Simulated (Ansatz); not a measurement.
# How BN absorbs and reflects light, part 2 of 2

What colour and refractive index does BN have at this level of theory? The cell comes from an older database entry, whose edges can differ from later determinations, mostly by under a per cent.

Ansatz 0.2.0; DFT, PBE, plane-wave PAW, default files, scalar-relativistic, independent-particle optical response without local fields.

So far. Step 2 (Ground state and bands): There is a gap, 5.22 eV on the path, so no carriers' term is needed. The cell is left with a pressure of 8.0 GPa and forces up to 0.06 eV/Å, as it stands unrelaxed at this level.

The database entry behind the starting cell has ideal inner coordinates that were not refined, so it need not match the best structure at ambient conditions.

## (3) Spectrum

The spectrum is a sum over vertical transitions between filled and empty bands at the fixed density, so many empty bands are needed.

This step: DFT, PBE, plane-wave PAW, default files, scalar-relativistic, independent-particle optical response without local fields (Ansatz 0.2.0).

Input file input.yaml:

```yaml
crystal:
  lattice:
    - [2.536, 0.0, 0.0]
    - [-1.268, 2.196240424, 0.0]
    - [0.0, 0.0, 4.199]
  atoms:
    - { symbol: "N", position: [0.3333333333, 0.6666666667, 0.875] }
    - { symbol: "N", position: [0.6666666667, 0.3333333333, 0.375] }
    - { symbol: B, position: [0.3333333333, 0.6666666667, 0.5] }
    - { symbol: B, position: [0.6666666667, 0.3333333333, 0.0] }
kpoints:
  mp_grid: { grid: [10, 10, 5] }
scf:
  occupations: { method: fixed }
hamiltonian:
  xc: pbe
  pseudopotentials: { kind: paw }
output:
  optics:
    e_range: [0, 22]
    de: 0.05
    sigma: 0.15
    nscf_kmesh: { grid: [15, 15, 8] }
    bands: { spectra_wanted_up_to: 22 }
```

Launch:

```sh
ansatz run input.yaml --threads 4 --pin off --max-ram 8192MiB --backend cpu --events-out ev --progress --plain --runs-dir out
```

Numbers of over 12 decimals in the logs are rounded to 6 here.

Log:

```text
[...]
Crystal: 4 atoms, lattice volume = 23.387 Å³
Basis set: ecut = 420 eV, 465 PW (Γ)
Bands: 12, of which v1, the nominal top of the filled ones, is band 8 counted from 1 (7 counted from 0)
Symmetry: 12 space group operations
[...]
k-points: 42 of 500 (time reversal used)
[...]
SCF iter   1: F=—  HF=-1084.470335 eV  |F-HF|=—  |Δ(HF+E_count)|=         —  Δρ=2.99e-3  dr2=1.07e-3  ethr=1.77e-3  ⟨swp⟩=4.7  Hψ=2399  notcnv=0  defer=66
[...]
SCF iter   7: F=-1084.470713 eV  HF=-1084.470713 eV  |F-HF|=2.27e-12  |Δ(HF+E_count)|=  5.08e-10  Δρ=9.46e-8  dr2=8.34e-13  ethr=1.00e-12  ⟨swp⟩=4.5  Hψ=2017  notcnv=0
SCF 1 converged in 7 iterations: F = -1084.470713 eV  dr2 = 8.34e-13
[...]
NSCF: frozen V_eff on 135 k-points
[...]
output.optics: what the bands over the 25 summed would add to eps1, eps2 and the energy-loss function is held between a lower and an upper bound (5 Lanczos steps). eps1, eps2 and their loss function (loss_summed_bands) are given on every row as the summed bands alone make them. Along an axis, on a row where the two bounds hold the loss function to about 1 % of the greater of itself and 0.5 % of |1/eps|, its cell (loss_completed) is given, with the completed eps1 and eps2 that it is formed of (a cell that is left empty reads nan in the table and null in the record). The two bounds hold it so along every axis on all 441 rows up to 22.000 eV. [rest of the remark cut]
SCF converged after 7 iterations
Free energy (F): -1084.470713 eV
[...]
Internal energy: -1084.470713 eV  (E = F + TS)
E sigma→0 (E₀):  -1084.470713 eV
Fermi energy:    11.493935 eV
[...]
--- Band table (eV; the first three rows and the last of 42) ---
  k-point 0: bands = [... 4 lower, 9.3605, 11.2472, 11.4939, 11.4939, 19.9482, 19.9482, 20.1246, 21.1760]
  k-point 1: bands = [... 4 lower, 9.5296, 9.9835, 11.2437, 11.2437, 20.2336, 20.2336, 20.6221, 21.1647]
  k-point 2: bands = [... 4 lower, 9.9999, 9.9999, 10.6480, 10.6480, 21.0033, 21.0033, 21.0458, 21.1359]
  k-point 41: bands = [... 4 lower, 3.6678, 4.5924, 8.0062, 8.4367, 20.1619, 20.8298, 21.6311, 23.2233]
```

Wall time 11 s (4 threads of Arm Neoverse V2, shared host); peak memory 0.66 GiB; 41 s of CPU time.

Numbers from this step:

```
electronic dielectric constant ε∞, mean over x, y and z (by symmetry where fewer were run) : 4.708
absorption onset, first axis (α over 10⁴ cm⁻¹, or the direct gap if that lies higher)      : 8.477 eV
main peak of Im epsilon, first axis                                                        : 10.80 eV
least direct gap on the mesh                                                               : 8.363 eV
bands summed                                                                               : 25
spectra valid up to                                                                        : 31.46 eV
program's estimate of the k-sum error in Im epsilon                                        : 0.11 %
electrons in the f-sum                                                                     : 13.00
```

The Im ε has structure finer than the step of the table below, so its rows give means over 1 eV, whole bins alone (the curve runs from 0 to 22 eV). Peaks (eV: height): E ∥ x or y 10.8: 18.0; E ∥ z 10.7: 15.4, 13.6: 9.93.

Table of Im ε by photon energy; means over each step:

```
photon energy (eV)  E ∥ x or y   E ∥ z
                 7           0       0
                 8     0.00721  0.0313
                 9       0.690    2.73
                10        5.14    10.3
                11        14.8    13.6
                12        12.3    8.61
                13        8.14    8.40
                14        8.07    8.19
                15        5.83    5.17
                16        3.91    3.75
                17        2.96    2.49
                18        2.12    1.67
                19        1.79    1.44
                20        1.42    1.57
                21        1.21    1.43
```

Re ε against photon energy:

```
photon energy (eV)  E ∥ x or y   E ∥ z
                 0        4.65    4.82
                 1        4.67    4.85
                 2        4.75    4.93
                 3        4.87    5.07
                 4        5.06    5.29
                 5        5.35    5.63
                 6        5.77    6.13
                 7        6.42    6.96
                 8        7.55    8.61
                 9        9.92    12.1
                10        15.2    13.0
                11        5.16    2.32
                12     -0.0737   0.481
                13      -0.538    1.14
                14       -1.73   -3.03
                15       -2.84   -2.97
                16       -2.79   -2.91
                17       -2.46   -2.50
                18       -1.93   -1.78
                19       -1.59   -1.06
                20       -1.22  -0.874
                21      -0.970  -0.688
                22      -0.709  -0.816
```

The loss function −Im 1/ε at q → 0 by energy loss; read off at these points:

```
energy loss (eV)  E ∥ x or y   E ∥ z
               8           0       0
               9     0.00622  0.0171
              10      0.0166  0.0373
              11      0.0569  0.0667
              12      0.0776   0.116
              13       0.128   0.118
              14       0.118   0.107
              15       0.139   0.145
              16       0.171   0.168
              17       0.200   0.200
              18       0.259   0.280
              19       0.313   0.457
              20       0.406   0.486
              21       0.501   0.577
              22       0.645   0.562
```

Values under 1 per cm are given as 1. The absorption coefficient by photon energy:

```
photon energy (eV)  E ∥ x or y (1/cm)  E ∥ z (1/cm)
             0.000                  1             1
             0.500                  1             1
             1.000                  1             1
             1.500                  1             1
             2.000                  1             1
             2.500                  1             1
             3.000                  1             1
             3.500                  1             1
             4.000                  1             1
             4.500                  1             1
             5.000                  1             1
             5.500                  1             1
             6.000                  1             1
             6.500                  1             1
             7.000                  1             1
             7.500                  1             1
             8.000                  1             1
             8.500              12432         55109
             9.000              88999         3.4e5
             9.500              2.3e5         6.9e5
            10.000              5.3e5         1.4e6
            10.500              1.4e6         2.1e6
            11.000              2.7e6         2.8e6
            11.500              2.5e6         2.6e6
            12.000              3.1e6         2.5e6
            12.500              2.9e6         2.3e6
            13.000              2.7e6         2.5e6
            13.500              2.8e6         3.1e6
            14.000              3.2e6         3.4e6
            14.500              3.4e6         3.3e6
            15.000              3.3e6         3.2e6
            15.500              3.3e6         3.1e6
            16.000              3.1e6         3.1e6
            16.500              3.1e6         3.1e6
            17.000              3.1e6         3.0e6
            17.500              3.0e6         2.8e6
            18.000              2.8e6         2.6e6
            18.500              2.7e6         2.4e6
            19.000              2.7e6         2.3e6
            19.500              2.6e6         2.2e6
            20.000              2.5e6         2.3e6
            20.500              2.4e6         2.3e6
            21.000              2.4e6         2.3e6
            21.500              2.3e6         2.4e6
            22.000              2.2e6         2.4e6
```

The reflectivity at normal incidence has structure finer than the step of the table below, so its rows give means over 1 eV, whole bins alone (the curve runs from 0 to 22 eV). Peaks (eV: height): E ∥ x or y 10.8: 46.8, 12.1: 46.6, 15.6: 49.9; E ∥ z 11.1: 46.0, 16.8: 54.4.

Reflectivity at normal incidence against photon energy; means over each step:

```
photon energy (eV)  E ∥ x or y (%)  E ∥ z (%)
                 1            13.5       14.1
                 2            13.8       14.4
                 3            14.2       14.8
                 4            14.8       15.5
                 5            15.7       16.6
                 6            17.0       18.1
                 7            18.9       20.3
                 8            21.9       24.5
                 9            27.1       31.5
                10            35.8       39.1
                11            44.2       44.6
                12            45.2       38.5
                13            40.2       36.9
                14            43.4       47.4
                15            48.2       48.5
                16            48.7       49.2
                17            48.7       52.3
                18            47.4       49.4
                19            45.1       38.8
                20            43.2       34.0
                21            40.3       32.3
```

At chosen wavelengths:

```
wavelength (nm)  n xy   k xy  R (%) xy     1/α xy   n z    k z  R (%) z      1/α z
           1550  2.16  0.000      13.5  over 1 mm  2.20  0.000     14.1  over 1 mm
           1064  2.16  0.000      13.5  over 1 mm  2.20  0.000     14.1  over 1 mm
            800  2.17  0.000      13.6  over 1 mm  2.21  0.000     14.2  over 1 mm
            450  2.20  0.000      14.0  over 1 mm  2.24  0.000     14.7  over 1 mm
            405  2.21  0.000      14.2  over 1 mm  2.25  0.000     14.9  over 1 mm
            365  2.22  0.000      14.4  over 1 mm  2.27  0.000     15.1  over 1 mm
            193  2.45  0.000      17.7  over 1 mm  2.54  0.000     18.9  over 1 mm
```

Through 1 µm of it, D65 light comes out colourless, dimmed by reflection (x = 0.313, y = 0.330; 75 % transmitted).

At 1064 nm the birefringence n(z) − n(x) is +0.040: the crystal is uniaxial positive at this level.

The f-sum over the summed bands holds 13.0 of the cell's 16 electrons outside the frozen cores, 4 of which lie in bands more than 12 eV below the Fermi level, whose transitions come at higher energies. Up to 22 eV the strength has a mean oscillator energy of 13.2 eV, close to the main peak.

## (4) Static response with local fields

Perturbation theory gives the static response with local fields and the functional's kernel, and it needs no empty bands.

This step: DFT, PBE, plane-wave PAW, default files, scalar-relativistic, static field response by perturbation theory with local fields (Ansatz 0.2.0).

Changes to input.yaml since step 3:

```diff
@@ -17,8 +17,2 @@
   pseudopotentials: { kind: paw }
-output:
-  optics:
-    e_range: [0, 22]
-    de: 0.05
-    sigma: 0.15
-    nscf_kmesh: { grid: [15, 15, 8] }
-    bands: { spectra_wanted_up_to: 22 }
+dielectric: {}
```

Log:

```text
[...]
Crystal: 4 atoms, lattice volume = 23.387 Å³
Basis set: ecut = 420 eV, 465 PW (Γ), exchange–correlation on 36×36×60 points (8 copies of the dense FFT grid, shifted against one another)
Bands: 12, of which v1, the nominal top of the filled ones, is band 8 counted from 1 (7 counted from 0)
Symmetry: 12 space group operations
k-points: 141 of 500 (irreducible under 2 space group operations, time reversal used)
[...]
SCF iter   1: F=—  HF=-1084.470347 eV  |F-HF|=—  |Δ(HF+E_count)|=         —  Δρ=2.99e-3  dr2=1.07e-3  ethr=1.77e-3  ⟨swp⟩=4.7  Hψ=7942  notcnv=0  defer=229
[...]
SCF iter   7: F=-1084.470725 eV  HF=-1084.470725 eV  |F-HF|=2.05e-12  |Δ(HF+E_count)|=  3.63e-10  Δρ=9.00e-8  dr2=7.24e-13  ethr=1.00e-12  ⟨swp⟩=3.5  Hψ=5689  notcnv=0
SCF 1 converged in 7 iterations: F = -1084.470725 eV  dr2 = 7.24e-13
[...]
DFPT response loops at Γ: preconditioner auto → none (the input reference at scf.mixing.eps_inf says where Resta's filter doesn't serve); β = 0.50; Broyden in place of MSR1
── the response to a field inside a basis, on 10×10×6 k-points: an SCF that follows is theirs, and a resumed run solves both again ──
Bands: 9, of which v1, the nominal top of the filled ones, is band 8 counted from 1 (7 counted from 0)
k-points: 90 of 600 (irreducible under 4 space group operations, time reversal used)
[...]
Eigensolver: Dense (90 Hₖ)
SCF iter   1: F=—  HF=-1084.476071 eV  |F-HF|=—  |Δ(HF+E_count)|=         —  Δρ=6.29e-4  dr2=1.16e-5  ethr=1.00e-1
[...]
SCF iter   4: F=-1084.476093 eV  HF=-1084.476093 eV  |F-HF|=3.01e-9  |Δ(HF+E_count)|=   2.53e-8  Δρ=9.29e-6  dr2=6.01e-9  ethr=5.18e-9
SCF 1 converged in 4 iterations: F = -1084.476093 eV  dr2 = 6.01e-9
[...]
SCF converged after 7 iterations
Free energy (F): -1084.470725 eV
[...]
Internal energy: -1084.470725 eV  (E = F + TS)
E sigma→0 (E₀):  -1084.470725 eV
Fermi energy:    11.493933 eV
[...]
--- Band table (eV; the first three rows and the last of 141) ---
  k-point 0: bands = [... 4 lower, 9.3605, 11.2472, 11.4939, 11.4939, 19.9482, 19.9482, 20.1246, 21.1760]
  k-point 1: bands = [... 4 lower, 9.5296, 9.9835, 11.2437, 11.2437, 20.2336, 20.2336, 20.6221, 21.1647]
  k-point 2: bands = [... 4 lower, 9.9999, 9.9999, 10.6480, 10.6480, 21.0033, 21.0033, 21.0458, 21.1358]
  k-point 140: bands = [... 4 lower, 4.9385, 5.6086, 7.1124, 8.3279, 18.7096, 21.3265, 22.4321, 24.2907]
--- Dielectric response (ions clamped): 3 representative field directions + reference, inside a basis on a mesh of 600 k-points (Σ response iterations 15) ---
  ε∞ (high-frequency dielectric tensor):
        4.545682     0.000000     0.000000
        0.000000     4.545682     0.000000
        0.000000     0.000000     4.719138
  Born effective charges Z* (e; rows j = field, columns β = displacement):
    site 0:
        -1.83985   -0.00000    0.00000
        -0.00000   -1.83985   -0.00000
        -0.00000   -0.00000   -1.94169
    site 1:
        -1.83985    0.00000   -0.00000
         0.00000   -1.83985    0.00000
        -0.00000    0.00000   -1.94169
    site 2:
         1.83985    0.00000   -0.00000
         0.00000    1.83985    0.00000
         0.00000    0.00000    1.94169
    site 3:
         1.83985    0.00000    0.00000
        -0.00000    1.83985   -0.00000
         0.00000   -0.00000    1.94169
  Z* charge neutrality: 2.192e-3 e pre-enforcement
  solved inside a basis spanned on kpoints, on 10×10×6 k-points, its susceptibility summed on 14×14×8: ε∞ is read to err by 1.2e-2, Z* by 7.8e-3 e (field_mesh: kpoints solves on kpoints); Z* is corrected for what the basis lacks
```

Run time: 10 s. Hardware: 4 threads; peak memory 0.45 GiB; 38 s of CPU time.

This step gave:

- electronic dielectric constant ε∞, mean over x, y and z (by symmetry where fewer were run): 4.604

ε∞ with local fields:

```
4.55 0.00 0.00
0.00 4.55 0.00
0.00 0.00 4.72
```

Diagonal elements. Born, by row:

```
atom  Z*xx (e)  Z*yy (e)  Z*zz (e)
  N1     -1.84     -1.84    -1.942
  N2     -1.84     -1.84    -1.942
  B3      1.84      1.84     1.942
  B4      1.84      1.84     1.942
```

Mean Born charges are N -1.87 and B +1.87, against formal valences of -3 and +3. They fall short of the ionic values, as in covalent bonds.

## (5) Results

```json
{
  "gap on the path": "5.22 eV",
  "least direct gap on the path": "8.36 eV",
  "electronic dielectric constant ε∞, mean over x, y and z (by symmetry where fewer were run) (independent particles)": "4.71",
  "absorption onset, first axis (α over 10⁴ cm⁻¹, or the direct gap if that lies higher)": "8.48 eV",
  "main peak of Im epsilon, first axis": "10.8 eV",
  "electronic dielectric constant ε∞, mean over x, y and z (by symmetry where fewer were run) (static response with local fields)": "4.60"
}
```

At this level (PBE, independent particles) BN has a mean ε∞ = 4.71 (4.60 with local fields) and n = 2.16 at 1550 nm (E ∥ x); absorption sets in near 8.5 eV, and Im ε peaks at 10.8 eV (E ∥ x). The gap is indirect (5.22 eV), so absorption without phonons can begin only at the direct gap of 8.36 eV. The absorption coefficient passes 10⁴ cm⁻¹ at 8.48 eV, in the ultraviolet, so the visible is passed. Distinct maxima of Im ε, read by a parabola through the highest points, lie at 10.80 eV (18), 11.78 eV (14) and 13.79 eV (8.6) for E ∥ x or y. The static values by axis are 4.65 (xy), 4.82 (z). The f-sum over the summed bands holds 13.0 of the cell's 16 electrons outside the frozen cores, 4 of which lie in bands more than 12 eV below the Fermi level, whose transitions come at higher energies. Up to 22 eV the strength has a mean oscillator energy of 13.2 eV, close to the main peak. Through 1 µm of it, D65 light comes out colourless, dimmed by reflection (x = 0.313, y = 0.330; 75 % transmitted). At 1064 nm the birefringence n(z) − n(x) is +0.040: the crystal is uniaxial positive at this level. In the base spectrum excitons and phonon-assisted transitions are missing, and so are local fields; PBE gaps are as a rule too small, which pulls the onset down and ε∞ up. In the base run ε includes the program's bounded estimate of what the bands above those summed add.

[Logs are printed without paths, hosts, clocks, repeated set-up lines and the standing remarks that a program may print on its own settings, such as how far it seeks lower states.]

[Hosts, paths, dates, database ids (printed as entryN), source tags and the programs' standing remarks are cut or masked in the printed files.]
